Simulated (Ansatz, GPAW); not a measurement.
# STM contrast on a 7-layer slab of Cr(100)

Wanted: filled- and empty-state images of a 7-layer slab of Cr(100), with its work function.

Main program and level: GPAW 26.7.0 and Ansatz 0.2.0; Ansatz plane waves; slab in vacuum with a dipole correction, relaxation; PAW set soft_1, in the first sound run; inputs show where later runs differ.

## (1) Set-up

The cell holds 7 atoms: 7 Cr. Cell: a = 2.880 Å, b = 2.880 Å, c = 22.640 Å, α = 90.0°, β = 90.0°, γ = 90.0°. Vacuum lies along c.

## (2) Relaxing the atoms

Forces are removed first; all later runs use this geometry. The lowest 3 atoms are held at bulk positions and keep their forces.

Contents of input.yaml:

```yaml
crystal:
  lattice:
    - [2.88, 0.0, 0.0]
    - [0.0, 2.88, 0.0]
    - [0.0, 0.0, 22.64]
  atoms:
    - { symbol: Cr, position: [0.0, 0.0, 0.3091872792], spin: 2.0 }
    - { symbol: Cr, position: [0.5, 0.5, 0.3727915194], spin: -2.0 }
    - { symbol: Cr, position: [0.0, 0.0, 0.4363957597], spin: 2.0 }
    - { symbol: Cr, position: [0.5, 0.5, 0.5], spin: -2.0 }
    - { symbol: Cr, position: [0.0, 0.0, 0.5636042403], spin: 2.0 }
    - { symbol: Cr, position: [0.5, 0.5, 0.6272084806], spin: -2.0 }
    - { symbol: Cr, position: [0.0, 0.0, 0.6908127208], spin: 2.0 }
magnetization:
  spin_polarized: true
kpoints:
  mp_grid: { grid: [11, 11, 1] }
hamiltonian:
  xc: pbe
  pseudopotentials: { kind: paw, azcp: { folder: soft_1 } }
scf:
  occupations: { method: fermi_dirac, width: 0.1 }
efield:
  axis: 3
  dipole_correction: true
  ramp_width: 0.05
relax:
  f_tol: 0.02
  max_steps: 60
  constraints: [{ sites: [0, 1, 2] }]
output:
  write_potential: true
  write_density: true
  volumetric_format: npy
```

Run with:

```
ansatz run input.yaml --threads 4 --pin off --max-ram 8192MiB --backend cpu --events-out ev --progress --plain --runs-dir out
```

Numbers of over 12 decimals in the logs are rounded to 6 here.

Log:

```text
Engine: ansatz 0.2.0, x86_64-unknown-linux-gnu
Pseudopotentials: kind: paw
Pseudopotential: Cr, paw, valence charge 14, recommended cutoff 420 eV (normal), soft_1/Cr.paw.azcp
Functional definition: PBE
  parameter kappa = 0.804
  parameter beta = 0.066725
  exchange = pbe_x(kappa = kappa, mu = beta*pi^2/3)
  correlation = pbe_c(beta = beta)
Crystal: 7 atoms, lattice volume = 187.785 Å³
Basis set: ecut = 420 eV, 3663 PW (Γ), exchange–correlation on 40×40×320 points (8 copies of the dense FFT grid, shifted against one another)
Bands: 68, of which v1, the nominal top of the filled ones, is band 49 counted from 1 (48 counted from 0)
Symmetry: 8 space group operations
k-points: 21 of 121
Non-local potential: Cr, projectors of the file, l = 0: 3, l = 1: 2, l = 2: 3, l = 3: 1
PAW form: soft (Blöchl's): semilocal exchange-correlation on the pseudo side does not see the compensation charge
PAW one-centre angular grid: Cr, 590 points (default); XC on 64 Gauss nodes
Initial density: superposition of atomic densities (neutral atoms: chi_scale 0, normalization atom)
Starting moments: Σ|m| = 14 μB on 7 of 7 sites
Initial wavefunctions: pseudopotential atomic-orbital guess
Functional: x = pbe(κ = 0.804, μ = 0.219515), c = pbe(β = 0.066725)
SCF iter   1: F=—  HF=-23653.272115 eV  |F-HF|=—  |Δ(HF+E_count)|=         —  Δρ=7.52e-2 (↑6.96e-2 ↓7.52e-2)  dr2=5.07e1  dr2_m=6.94e-1  M=2.557 μB ∫|m|=10.745 μB  β_m=1.00  ethr=3.10e-3  p=0.000 e·Å  D=2.23e-13 V/Å  ΔV_dip=-0.00 eV  dr2_dipole=9.44e-8  V_vac-E_F(+/−)=6.49/6.49 eV  ⟨swp⟩=8.1  Hψ=12867  notcnv=0
Mixer restart at iter 1: flushing history
efield: sawtooth ramp at fractional position 0.9750 (placed from the atoms, in the widest stretch of the axis that holds none; the zero of the levels goes with the place), width 0.0500; the density the first Hamiltonian is built on has a dipole p = 0.000 e·Å; the dipole correction subtracts the counter field D = 2.23e-13 V/Å, which shifts the + side's vacuum level by -0.00 eV against the − side's; the planar-averaged density in the ramp window peaks in size at 2.1e-5 e/Å³
preconditioner: auto → LDOS  [metal: Δε(μ)=0.009 eV  Ē_g=4.940 eV  σ=0.100 eV  W_gap=0.02  n_scr=52 (ndim 8)  ℏωp=17.6 eV  f_vac=0.474  D(μ)=4.47/eV (n_scr^D=14)]
spin=Collinear: LDOS preconditioning applied to the charge; magnetization (m = ρ↑ − ρ↓) channel mixes plain (no charge-response kernel on spin).
SCF iter   2: F=—  HF=-23641.689757 eV  |F-HF|=—  |Δ(HF+E_count)|=    1.16e1  Δρ=2.79e-2 (↑2.13e-2 ↓2.79e-2)  dr2=7.38e0  dr2_m=2.01e-1  M=2.768 μB ∫|m|=11.590 μB  β_m=0.35  ethr=3.10e-3  p=-0.000 e·Å  D=-1.54e-6 V/Å  ΔV_dip=0.00 eV  dr2_dipole=9.73e-10  V_vac-E_F(+/−)=5.14/5.14 eV  ⟨swp⟩=3.0  Hψ=7385  notcnv=0  defer=12
density mixer auto → msr1: a metal under ldos (density of states about μ 2.24 of a free-electron gas's, 52 screened modes)
SCF iter   3: F=—  HF=-23640.617229 eV  |F-HF|=—  |Δ(HF+E_count)|=    1.07e0  Δρ=1.75e-2 (↑1.46e-2 ↓1.75e-2)  dr2=4.45e-1  dr2_m=3.03e-1  M=2.946 μB ∫|m|=11.888 μB  β_m=0.58  ethr=3.10e-3  p=-0.000 e·Å  D=-5.60e-7 V/Å  ΔV_dip=0.00 eV  dr2_dipole=1.37e-10  V_vac-E_F(+/−)=4.30/4.30 eV  ⟨swp⟩=2.2  Hψ=4887  notcnv=0  defer=3
SCF iter   4: F=—  HF=-23640.823015 eV  |F-HF|=—  |Δ(HF+E_count)|=   2.06e-1  Δρ=7.28e-3 (↑7.28e-3 ↓6.92e-3)  dr2=3.10e-2  dr2_m=7.97e-2  M=3.282 μB ∫|m|=12.094 μB  β_m=0.79  ethr=4.54e-4  p=0.000 e·Å  D=4.26e-6 V/Å  ΔV_dip=-0.00 eV  dr2_dipole=8.93e-9  V_vac-E_F(+/−)=3.92/3.92 eV  ⟨swp⟩=3.1  Hψ=5066  notcnv=1
SCF iter   5: F=—  HF=-23641.150483 eV  |F-HF|=—  |Δ(HF+E_count)|=         —  Δρ=1.82e-2 (↑1.82e-2 ↓1.55e-2)  dr2=7.11e-2  dr2_m=4.73e-1  M=3.937 μB ∫|m|=13.181 μB  β_m=0.79  ethr=3.16e-5  p=-0.000 e·Å  D=-1.07e-7 V/Å  ΔV_dip=0.00 eV  dr2_dipole=2.11e-8  V_vac-E_F(+/−)=3.78/3.78 eV  ⟨swp⟩=3.2  Hψ=6365  notcnv=0
SCF iter   6: F=—  HF=-23641.070921 eV  |F-HF|=—  |Δ(HF+E_count)|=   7.96e-2  Δρ=2.77e-3 (↑2.77e-3 ↓2.59e-3)  dr2=3.49e-2  dr2_m=4.08e-3  M=4.012 μB ∫|m|=13.350 μB  β_m=0.81  ethr=3.16e-5  p=-0.000 e·Å  D=-1.54e-6 V/Å  ΔV_dip=0.00 eV  dr2_dipole=3.66e-9  V_vac-E_F(+/−)=3.68/3.68 eV  ⟨swp⟩=2.7  Hψ=6024  notcnv=0
SCF iter   7: F=—  HF=-23641.075076 eV  |F-HF|=—  |Δ(HF+E_count)|=   4.15e-3  Δρ=3.81e-3 (↑3.81e-3 ↓3.74e-3)  dr2=3.05e-2  dr2_m=1.72e-2  M=4.000 μB ∫|m|=13.274 μB  β_m=0.66  ethr=3.16e-5  p=0.000 e·Å  D=3.89e-7 V/Å  ΔV_dip=-0.00 eV  dr2_dipole=7.53e-9  V_vac-E_F(+/−)=3.73/3.73 eV  ⟨swp⟩=2.4  Hψ=5867  notcnv=0  defer=1
SCF iter   8: F=—  HF=-23641.064992 eV  |F-HF|=—  |Δ(HF+E_count)|=   1.01e-2  Δρ=1.35e-3 (↑1.35e-3 ↓1.23e-3)  dr2=9.26e-4  dr2_m=2.69e-3  M=3.999 μB ∫|m|=13.219 μB  β_m=0.83  ethr=3.11e-5  p=-0.000 e·Å  D=-3.21e-8 V/Å  ΔV_dip=0.00 eV  dr2_dipole=6.09e-13  V_vac-E_F(+/−)=3.72/3.72 eV  ⟨swp⟩=2.5  Hψ=5337  notcnv=0  defer=1
SCF iter   9: F=—  HF=-23641.065019 eV  |F-HF|=—  |Δ(HF+E_count)|=   2.71e-5  Δρ=8.64e-4 (↑6.97e-4 ↓8.64e-4)  dr2=1.04e-3  dr2_m=7.58e-4  M=4.001 μB ∫|m|=13.194 μB  β_m=0.91  ethr=9.45e-7  p=0.000 e·Å  D=4.84e-8 V/Å  ΔV_dip=-0.00 eV  dr2_dipole=1.98e-14  V_vac-E_F(+/−)=3.69/3.69 eV  ⟨swp⟩=3.1  Hψ=5118  notcnv=0  defer=1
SCF iter  10: F=—  HF=-23641.064707 eV  |F-HF|=—  |Δ(HF+E_count)|=   3.12e-4  Δρ=4.61e-4 (↑4.61e-4 ↓3.21e-4)  dr2=4.91e-4  dr2_m=1.47e-4  M=4.009 μB ∫|m|=13.205 μB  β_m=0.69  ethr=9.45e-7  p=-0.000 e·Å  D=-1.46e-7 V/Å  ΔV_dip=0.00 eV  dr2_dipole=1.49e-10  V_vac-E_F(+/−)=3.69/3.69 eV  ⟨swp⟩=2.1  Hψ=4896  notcnv=0  defer=1
SCF iter  11: F=—  HF=-23641.064577 eV  |F-HF|=—  |Δ(HF+E_count)|=   1.30e-4  Δρ=8.85e-5 (↑7.07e-5 ↓8.85e-5)  dr2=1.91e-5  dr2_m=5.59e-6  M=4.006 μB ∫|m|=13.204 μB  β_m=0.65  ethr=5.01e-7  p=-0.000 e·Å  D=-6.20e-9 V/Å  ΔV_dip=0.00 eV  dr2_dipole=4.62e-12  V_vac-E_F(+/−)=3.69/3.69 eV  ⟨swp⟩=2.5  Hψ=4548  notcnv=0  defer=1
SCF iter  12: F=—  HF=-23641.064575 eV  |F-HF|=—  |Δ(HF+E_count)|=   2.01e-6  Δρ=2.00e-5 (↑2.00e-5 ↓1.81e-5)  dr2=1.26e-6  dr2_m=4.41e-7  M=4.006 μB ∫|m|=13.201 μB  β_m=0.72  ethr=1.95e-8  p=0.000 e·Å  D=1.43e-8 V/Å  ΔV_dip=-0.00 eV  dr2_dipole=3.18e-12  V_vac-E_F(+/−)=3.69/3.69 eV  ⟨swp⟩=2.8  Hψ=5112  notcnv=0  defer=1
SCF iter  13: F=-23641.064572 eV  HF=-23641.064576 eV  |F-HF|=3.11e-6  |Δ(HF+E_count)|=   7.82e-7  Δρ=1.90e-5 (↑1.90e-5 ↓1.75e-5)  dr2=3.24e-6  dr2_m=3.23e-8  M=4.006 μB ∫|m|=13.201 μB  ethr=1.28e-9  p=0.000 e·Å  D=1.46e-8 V/Å  ΔV_dip=-0.00 eV  dr2_dipole=5.49e-11  V_vac-E_F(+/−)=3.69/3.69 eV  ⟨swp⟩=8.3  Hψ=20787  notcnv=0
SCF 1 converged in 13 iterations: F = -23641.064572 eV  dr2 = 3.24e-6
[...]
preconditioner: auto → LDOS  [metal: Δε(μ)=0.020 eV  Ē_g=4.029 eV  σ=0.100 eV  W_gap=0.05  n_scr=52 (ndim 8)  ℏωp=17.6 eV  f_vac=0.486  D(μ)=3.79/eV (n_scr^D=12)]
spin=Collinear: LDOS preconditioning applied to the charge; magnetization (m = ρ↑ − ρ↓) channel mixes plain (no charge-response kernel on spin).
SCF iter   2: F=—  HF=-23641.092347 eV  |F-HF|=—  |Δ(HF+E_count)|=   1.41e-3  Δρ=1.17e-3 (↑1.13e-3 ↓1.17e-3)  dr2=1.35e-2  dr2_m=6.73e-4  M=3.914 μB ∫|m|=12.779 μB  β_m=0.38  ethr=2.39e-5  p=-0.001 e·Å  D=-9.91e-4 V/Å  ΔV_dip=0.02 eV  dr2_dipole=3.65e-3  V_vac-E_F(+/−)=3.71/3.69 eV  ⟨swp⟩=1.4  Hψ=3434  notcnv=0  defer=3
density mixer auto → msr1: a metal under ldos (density of states about μ 2.08 of a free-electron gas's, 52 screened modes)
SCF iter   3: F=—  HF=-23641.090946 eV  |F-HF|=—  |Δ(HF+E_count)|=   1.40e-3  Δρ=6.87e-4 (↑6.51e-4 ↓6.87e-4)  dr2=2.73e-3  dr2_m=4.83e-4  M=3.909 μB ∫|m|=12.797 μB  β_m=0.62  ethr=1.38e-5  p=-0.001 e·Å  D=-1.21e-3 V/Å  ΔV_dip=0.03 eV  dr2_dipole=1.05e-3  V_vac-E_F(+/−)=3.72/3.69 eV  ⟨swp⟩=1.8  Hψ=3149  notcnv=0  defer=3
SCF iter   4: F=—  HF=-23641.091319 eV  |F-HF|=—  |Δ(HF+E_count)|=   3.73e-4  Δρ=3.15e-4 (↑3.15e-4 ↓2.01e-4)  dr2=1.52e-4  dr2_m=9.43e-5  M=3.903 μB ∫|m|=12.770 μB  β_m=0.66  ethr=2.78e-6  p=-0.001 e·Å  D=-1.17e-3 V/Å  ΔV_dip=0.03 eV  dr2_dipole=1.35e-5  V_vac-E_F(+/−)=3.72/3.69 eV  ⟨swp⟩=2.0  Hψ=3744  notcnv=0  defer=3
SCF iter   5: F=—  HF=-23641.091316 eV  |F-HF|=—  |Δ(HF+E_count)|=   2.65e-6  Δρ=1.23e-4 (↑1.13e-4 ↓1.23e-4)  dr2=1.52e-5  dr2_m=1.97e-5  M=3.902 μB ∫|m|=12.763 μB  β_m=0.82  ethr=1.55e-7  p=-0.001 e·Å  D=-1.13e-3 V/Å  ΔV_dip=0.03 eV  dr2_dipole=1.26e-7  V_vac-E_F(+/−)=3.71/3.69 eV  ⟨swp⟩=2.3  Hψ=4914  notcnv=0  defer=3
SCF iter   6: F=—  HF=-23641.091327 eV  |F-HF|=—  |Δ(HF+E_count)|=   1.10e-5  Δρ=9.22e-5 (↑9.22e-5 ↓8.84e-5)  dr2=1.69e-5  dr2_m=9.18e-6  M=3.902 μB ∫|m|=12.760 μB  β_m=0.83  ethr=1.55e-8  p=-0.001 e·Å  D=-1.02e-3 V/Å  ΔV_dip=0.02 eV  dr2_dipole=1.47e-9  V_vac-E_F(+/−)=3.71/3.69 eV  ⟨swp⟩=3.0  Hψ=5778  notcnv=0  defer=3
SCF iter   7: F=—  HF=-23641.091323 eV  |F-HF|=—  |Δ(HF+E_count)|=   4.31e-6  Δρ=3.64e-5 (↑3.64e-5 ↓3.18e-5)  dr2=4.39e-6  dr2_m=9.42e-7  M=3.901 μB ∫|m|=12.757 μB  β_m=0.71  ethr=1.55e-8  p=-0.001 e·Å  D=-9.38e-4 V/Å  ΔV_dip=0.02 eV  dr2_dipole=1.24e-7  V_vac-E_F(+/−)=3.71/3.69 eV  ⟨swp⟩=2.1  Hψ=5003  notcnv=0  defer=3
SCF iter   8: F=—  HF=-23641.091322 eV  |F-HF|=—  |Δ(HF+E_count)|=   9.29e-7  Δρ=7.65e-6 (↑7.65e-6 ↓5.16e-6)  dr2=1.45e-7  dr2_m=4.07e-8  M=3.901 μB ∫|m|=12.757 μB  β_m=0.66  ethr=4.48e-9  p=-0.001 e·Å  D=-9.19e-4 V/Å  ΔV_dip=0.02 eV  dr2_dipole=1.75e-13  V_vac-E_F(+/−)=3.71/3.69 eV  ⟨swp⟩=2.9  Hψ=5492  notcnv=0  defer=3
SCF iter   9: F=—  HF=-23641.091322 eV  |F-HF|=—  |Δ(HF+E_count)|=  1.56e-10  Δρ=5.17e-6 (↑4.74e-6 ↓5.17e-6)  dr2=1.71e-8  dr2_m=3.80e-8  M=3.901 μB ∫|m|=12.756 μB  β_m=0.74  ethr=1.48e-10  p=-0.001 e·Å  D=-9.07e-4 V/Å  ΔV_dip=0.02 eV  dr2_dipole=1.55e-9  V_vac-E_F(+/−)=3.71/3.69 eV  ⟨swp⟩=2.9  Hψ=5420  notcnv=0  defer=3
SCF iter  10: F=-23641.091322 eV  HF=-23641.091322 eV  |F-HF|=7.72e-8  |Δ(HF+E_count)|=   2.63e-9  Δρ=3.34e-6 (↑2.13e-6 ↓3.34e-6)  dr2=7.29e-8  dr2_m=2.26e-9  M=3.901 μB ∫|m|=12.756 μB  ethr=1.75e-11  p=-0.001 e·Å  D=-8.92e-4 V/Å  ΔV_dip=0.02 eV  dr2_dipole=6.55e-9  V_vac-E_F(+/−)=3.71/3.69 eV  ⟨swp⟩=6.8  Hψ=17440  notcnv=0
SCF 5 converged in 10 iterations: F = -23641.091322 eV  dr2 = 7.29e-8
relax step   5: F+E_penalty+E_count = -23641.09132193 eV  Δ(F+E_penalty+E_count) = -5.917e-4 eV  max|allowed force component| = 2.886e-3 eV/Å  Δτ_max = 0.0078 Å  (10 SCF iters, accepted)
NSCF: frozen V_eff on 21 k-points
the band table was solved once a step of the walk had ended and its energy, with any forces and stress, was formed, with the checks that follow a solve (13398 applications of the Hamiltonian). They found nothing against the state; the energy, forces and stress were not computed again (output.eigenvalues in the input reference)
WARN: The output density's exchange-correlation potential varies sharply where the density is thin. Do not read a vacuum level from v_tot or v_xc, or from such a field of the output density. On a cell that repeats whose density bears no net charge and no dipole along the vacuum's axis use v_es (v_loc + v_h of the components); under efield.dipole_correction with no amplitude use v_es + v_field, which holds any externa [...]
SCF converged after 10 iterations
Magnetization: 3.9013 μB (50.9507 up, 47.0493 down)
Absolute magnetization: 12.7558 μB (∫|ρ↑−ρ↓|, with the PAW one-centre terms)
Spin contamination: 2.3283 ħ² per cell (⟨S²⟩ above its minimum at these occupations)
Per-site moments (μB) at R_I (Å): [(2.592796, 1.028838), (-1.516979, 1.028838), (1.182930, 1.027816), (-1.138275, 1.021901), (1.188693, 1.021901), (-1.397916, 1.005134), (2.352904, 1.005134)]
Free energy (F): -23641.091322 eV
Harris-Foulkes:  -23641.091322 eV  (|F-HF|=7.72e-8)
Internal energy: -23640.959533 eV  (E = F + TS)
E sigma→0 (E₀):  -23641.025428 eV
Entropy (-TS):   -0.131789 eV (-18.827 meV/atom)
Fermi energy:    6.426655 eV
Dipole field:    D = -0.001004 V/Å  (p = -0.001042 e·Å, saw-weighted, corrected)
Work function:   Φ+ = 3.7103 eV   Φ− = 3.6876 eV
Levels:          The Fermi level and band energies are counted from a zero that moves with the ramp; work functions are not
--- Per-component energies (eV) ---
  E_band       = -2262.861068
  E_kinetic    = 2114.839516
  E_local      = -131961.647367  (includes V_loc(G=0)·N_el)
  E_nonlocal   = 307.839022
  E_hartree    = 65104.324722
  E_xc         = -808.089487
  E_vxc        = -1028.097614  (∫ρ·V_xc dr)
  E_paw        = -8540.620703  (= ΣΔE_a)
  E_vpaw       = -1904.449898  (= ΣTr[D̂ρ^β])
  E_aug_tail   = 0.005631  (compensation charges beyond the density's cutoff)
  E_efield     = 0.000001  (sawtooth field / dipole correction)
  E_vefield    = -0.001711  (∫n·V_field dr)
  E_ewald      = 50142.389132
  E_smearing   = -0.131789  (= −TS)
  E_closure    = -0.000000  (closes the sum)
  Σ components = -23641.091322   (vs F -23641.091322, Δ=0.00e0)
--- Forces (eV/Å), atoms counted from 1 ---
  atom   1  Cr     0.00000000     0.00000000     0.44983439
  atom   2  Cr    -0.00000000    -0.00000000    -0.48859041
  atom   3  Cr     0.00000000     0.00000000     0.03899203
  atom   4  Cr     0.00000000     0.00000000     0.00147898
  atom   5  Cr    -0.00000000    -0.00000000    -0.00288575
  atom   6  Cr    -0.00000000    -0.00000000    -0.00052772
  atom   7  Cr     0.00000000    -0.00000000     0.00173079
  max |Σ_I F_I| component: 3.23e-5 eV/Å
--- Band table (eV; the first three rows and the last of 42) ---
  k-point 0 ↑: bands = [... 45 lower, 5.5312, 5.5312, 5.5498, 5.5498, 5.6181, 5.8559, 6.0096, 6.1780, ... 15 higher]
  k-point 1 ↑: bands = [... 45 lower, 5.5182, 5.5410, 5.7028, 5.7595, 5.8282, 5.9734, 6.1365, 6.2012, ... 15 higher]
  k-point 2 ↑: bands = [... 45 lower, 5.4394, 5.4704, 5.6733, 5.7124, 6.0984, 6.1180, 6.1339, 6.2315, ... 15 higher]
  k-point 20 ↓: bands = [... 45 lower, 6.3149, 6.4177, 7.4401, 7.4632, 7.5680, 7.6153, 7.6326, 7.6584, ... 15 higher]
--- Relaxed structure (5 steps of the walk, 4 accepted, 0 SCFs on fresh bases) ---
  F+E_penalty+E_count = -23641.09132193 eV   max|allowed force component| = 2.886e-3 eV/Å
  atoms:
    - { symbol: Cr, position: [0.0, 0.0, 0.3091872792] }
    - { symbol: Cr, position: [0.500000, 0.500000, 0.372792] }
    - { symbol: Cr, position: [0.0, 0.0, 0.4363957597] }
    - { symbol: Cr, position: [0.500000, 0.500000, 0.499810] }
    - { symbol: Cr, position: [-2.2682957717439257e-18, 0, 0.562119] }
    - { symbol: Cr, position: [0.500000, 0.500000, 0.627609] }
    - { symbol: Cr, position: [-6.269113801518703e-18, 0.0, 0.686708] }
```

Run time: 40 s. Hardware: 4 threads of Intel Xeon 6975P-C (Granite Rapids), shared host; peak memory 0.86 GiB.

The steps of the relaxation:

```
step  energy less that of the first step (eV)  largest force component (eV/Å)
   1                                   0.0000                          0.4740
   2                                  -0.0172                          0.3505
   3                                  -0.0262                          0.0849
   4                                  -0.0235                          0.2020
   5                                  -0.0268                          0.0029
```

Relaxation step 4 was tried and not accepted.

Forces are held to the 8 operations that the run works with; a distortion that breaks them can't arise in this run.

The atoms that moved most (Å):

```
atom     dx     dy      dz  length
 Cr7  0.000  0.000  -0.093   0.093
 Cr5  0.000  0.000  -0.034   0.034
 Cr6  0.000  0.000   0.009   0.009
```

Numbers from this step:

```yaml
free_energy: -23641.0913 eV
smearing_term_ts: 0.1318 eV
magnetization: 3.901 μB
absolute_magnetization: 12.76 μB
site_moments: 2.593, -1.517, 1.183, -1.138, 1.189, -1.398, 2.353 μB
symmetry_operations: 8
upper_work_function: 3.710 eV
lower_work_function: 3.688 eV
dipole_along_the_normal: -0.001042 e·Å
dipole_field: -0.001004 V/Å
vacuum_level_above: 10.14 eV
vacuum_level_below: 10.11 eV
```

The electrostatic potential energy of an electron (with the applied field's), less the Fermi level, planar mean oscillates, so the rows of the table below give means over windows of 1.42 Å about each position, cut where the curve ends. Its maxima inside the range that stand out by 2 % of the span (Å: eV): 7.8: -8.31, 9.2: -8.38, 10.6: -8.35, 12.0: -8.77, 13.4: -7.68. Its minima: 7.1: -9.70, 8.5: -10.1, 9.9: -9.96, 11.3: -9.99, 12.7: -9.94, 14.3: -10.2.

The electrostatic potential energy of an electron (with the applied field's), less the Fermi level, planar mean by z; means over each step:

```
z (Å)  electrostatic potential energy of an electron (with the applied field's), less the Fermi level, planar mean (eV)
 0.71                                                                                                              3.69
 2.13                                                                                                              3.69
 3.55                                                                                                              3.66
 4.97                                                                                                              3.14
 6.39                                                                                                             -4.54
 7.81                                                                                                             -9.20
 9.23                                                                                                             -9.28
10.65                                                                                                             -9.23
12.07                                                                                                             -9.42
13.49                                                                                                             -8.96
14.91                                                                                                            -10.00
16.33                                                                                                             -3.06
17.75                                                                                                              3.34
19.17                                                                                                              3.69
20.59                                                                                                              3.71
22.01                                                                                                              3.71
```

The valence density, planar mean (density) oscillates, so the rows of the table below give means over windows of 1.41 Å about each position, cut where the curve ends. Its maxima inside the range that stand out by 2 % of the span (Å: e/Å³): 7.1: 1.84, 8.5: 1.87, 9.9: 1.89, 11.3: 1.90, 12.7: 1.89, 14.2: 1.87, 15.6: 1.89. Its minima: 7.8: 0.538, 9.2: 0.520, 10.6: 0.519, 12.0: 0.544, 13.4: 0.474, 14.9: 0.635.

The valence density, planar mean by z; means over each step:

```
z (Å)  density (e/Å³)  rho spin (e/Å³)
 2.11          2.9e-5           2.3e-5
 3.52          6.1e-4           4.2e-4
 4.93          0.0128          0.00710
 6.34           0.655            0.147
 7.75            1.15           0.0308
 9.16            1.16          -0.0152
10.57            1.16          0.00650
11.98            1.19         -0.00551
13.39            1.11          0.00646
14.80            1.28           0.0192
16.21           0.641            0.130
17.62          0.0124          0.00613
19.03          5.9e-4           3.7e-4
20.44          2.8e-5           2.1e-5
```

Site moment by atom:

```
atom  site moment (μB)
 Cr1              2.59
 Cr2             -1.52
 Cr3              1.18
 Cr4             -1.14
 Cr5              1.19
 Cr6             -1.40
 Cr7              2.35
```

The relaxation lowered the energy of the cell by 0.0267 eV.

(Continued in part 2 of 3.)

[Logs are printed without paths, hosts, clocks, repeated set-up lines and the standing remarks that a program may print on its own settings, such as how far it seeks lower states.]

[Hosts, paths, dates, database ids (printed as entryN), source tags and the programs' standing remarks are cut or masked in the printed files.]
